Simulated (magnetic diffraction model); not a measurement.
**Moment size from magnetic intensity in ScVFeS4**

Space group Imma (no. 74), a = 7.1920 Å, b = 7.4850 Å, c = 10.3180 Å.

| site | atom | x | y | z |
| --- | --- | --- | --- | --- |
| 4e | Fe | 0 | 1/4 | 0.3729 |
| 4d | V | 1/4 | 3/4 | 1/4 |
| 4a | Sc | 0 | 0 | 0 |
| 8i | S | 0.2597 | 3/4 | 0.4861 |
| 8h | S | 0 | 0.9778 | 0.2481 |

This is a made-up structure (elements placed in a structure type, unrelaxed), so the numbers test the method and describe no known phase.

Only Fe and V are taken to order (form factors of Fe3+ and V2+); orders and moment sizes are assumed, and not adapted to the symmetry. Radiation: neutrons of λ = 2.36 Å, 8° to 50°; isotropic B of 0.56 Å² (Fe), 0.65 Å² (V), 0.64 Å² (Sc) and 0.81 Å² (S). Simulated constant-wavelength pattern: nuclear and magnetic terms add, the magnetic one as |2.695 fm × Σ f S⊥ exp(2πi Q·r) exp(−B s²)|², summed over all Q at one angle with the factor 1/(sin²θ cos θ). For collinear order S is the moment m, which repeats by lattice and centring translations R with the sign exp(−2πi k·R). Free-ion form factors, Sears's scattering lengths of 1992, no absorption; a label names one of the reflections at its angle. The strongest nuclear line in the range is 100, and lines under 0.2 are left out.

In a first state the assumed order is k = (0 1/2 1/2), collinear moments along [001], 4.19 μB on Fe and 2.51 μB on V; signs + at (0, 1/4, 0.3729), − at (0, 3/4, 0.6271), − at (1/4, 3/4, 1/4), − at (3/4, 3/4, 1/4), with this pattern:

```csv
2θ (°),index,nuclear,magnetic
11.18,(0 1/2 1/2),0.0,100.0
21.76,(0 1/2 -3/2),0.0,2.7
22.00,(1 1/2 -1/2),0.0,7.9
22.46,(0 1 1),17.7,0.0
23.07,(1 0 1),18.2,0.0
26.44,(0 0 2),28.4,0.0
28.16,(0 3/2 -1/2),0.0,19.6
28.97,(1 1/2 3/2),0.0,14.8
33.97,(0 3/2 3/2),0.0,3.4
34.13,(1 3/2 1/2),0.0,3.1
34.50,(0 1/2 5/2),0.0,0.3
36.76,(0 2 0),0.9,0.0
37.64,(1 1 2),34.8,0.0
38.31,(2 0 0),45.4,0.0
39.15,(1 3/2 -3/2),0.0,10.1
39.62,(1 1/2 -5/2),0.0,4.0
```
(The table stops after 16 lines; 10 more lie at higher angle.)

**Question.** Nearer the ordering temperature the line at 11.18° has total intensity 9.0 on the same scale, and all moments have shrunk alike. How large is the Fe moment?

The nuclear part, 0.0, stays, so the magnetic part is 9.0 against 100.0. It goes as m², so m = 4.19 × √(9.0/100.0) = 1.26 μB; the value used was 1.26 μB.

[Logs are printed without paths, hosts, clocks, repeated set-up lines and the standing remarks that a program may print on its own settings, such as how far it seeks lower states.]
